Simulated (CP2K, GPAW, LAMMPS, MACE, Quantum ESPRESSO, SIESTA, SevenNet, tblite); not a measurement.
## Finding the fault: SIESTA, glassy B2O3 (90 atoms)

Program: SIESTA 5.4.2, a calculation on a cell of 36 B and 54 O, 11.5 Å³ an atom.

File input.fdf:

```
SystemLabel cell
NumberOfAtoms 90
NumberOfSpecies 2
%block ChemicalSpeciesLabel
  1 5 B
  2 8 O
%endblock ChemicalSpeciesLabel
LatticeConstant 1.0 Ang
%block LatticeVectors
  10.11952 0.00000 0.00000
  0.00000 10.11952 0.00000
  0.00000 0.00000 10.11952
%endblock LatticeVectors
PAO.BasisSize QZ3P
PAO.EnergyShift 0.01 Ry
XC.Functional GGA
XC.Authors PBE
MeshCutoff 500 Ry
%block kgrid_Monkhorst_Pack
  1 0 0 0.0
  0 1 0 0.0
  0 0 1 0.0
%endblock kgrid_Monkhorst_Pack
SolutionMethod diagon
OccupationFunction FD
ElectronicTemperature 580 K
SCF.Mixer.Method Pulay
SCF.Mixer.Weight 0.15
SCF.Mixer.History 8
SCF.Mix Hamiltonian
MaxSCFIterations 60
SCF.DM.Tolerance 1e-04
SCF.H.Tolerance 1.0e-3 eV
WriteForces T
Write.HirshfeldPop T
Write.VoronoiPop T
Write.DM F
Write.H F
XML.Write F
AtomicCoordinatesFormat Fractional
%block AtomicCoordinatesAndAtomicSpecies
  0.87236 0.96008 0.19952 1
  0.95356 0.84166 0.42979 1
  0.29996 0.31808 0.47089 1
  0.77167 0.15131 0.84586 1
  0.72886 0.22253 0.27002 1
  0.58129 0.80465 0.59859 1
  0.39058 0.18061 0.86910 1
  0.96012 0.59744 0.33123 1
  0.37851 0.48428 0.13062 1
  0.02536 0.05582 0.99190 1
[... 76 atom lines left out ...]
  0.10647 0.96805 0.92438 2
  0.25561 0.65549 0.32361 2
  0.53930 0.62678 0.89645 2
  0.74123 0.54558 0.80053 2
%endblock AtomicCoordinatesAndAtomicSpecies
```

The run is started by

```console
$ OMP_NUM_THREADS=1 mpirun -np 2 siesta < input.fdf > output.txt
```

What it wrote:

```text
Version         : 5.4.2
reinit: System Name:
reinit: System Label: cell
initatom: Reading input for the pseudopotentials and atomic orbitals ----------
Species number:   1 Atomic number:    5 Label: B
Species number:   2 Atomic number:    8 Label: O
size_name: Incorrect basis-size option specified, active options are:
  SZ or MINIMAL
  SZP, SZSP, SZ1P, SZP1
  DZ
  DZP, DZSP, DZP1, DZ1P or STANDARD
  DZDP, DZP2, DZ2P
  TZ
  TZP, TZSP, TZP1, TZ1P
  TZDP, TZP2, TZ2P
  TZTP, TZP3, TZ3P
stopping program
stopping program
Stopping Program from Node:    0
Stopping Program from Node:    0
```

Run time: 0.48 s. Hardware: 2 MPI ranks of Arm Neoverse V2, shared host; peak memory 0.17 GiB; 0.91 s of CPU time.

Banners, paths, timers and routine set-up lines are dropped from the logs unmarked, and long logs keep their key lines alone; longer cuts are marked.

**Question.** Which part of the input is at fault, and how is it mended?

An unknown basis size: basis QZ3P. The sound run has basis DZP.

The program stopped at the start.

[Also dropped from logs without a mark: logging warnings of Python, and SIESTA's first energy breakdown and zero terms.]

[Logs are printed without paths, hosts, clocks, repeated set-up lines and the standing remarks that a program may print on its own settings, such as how far it seeks lower states.]

[Hosts, paths, dates, database ids (printed as entryN), source tags and the programs' standing remarks are cut or masked in the printed files.]
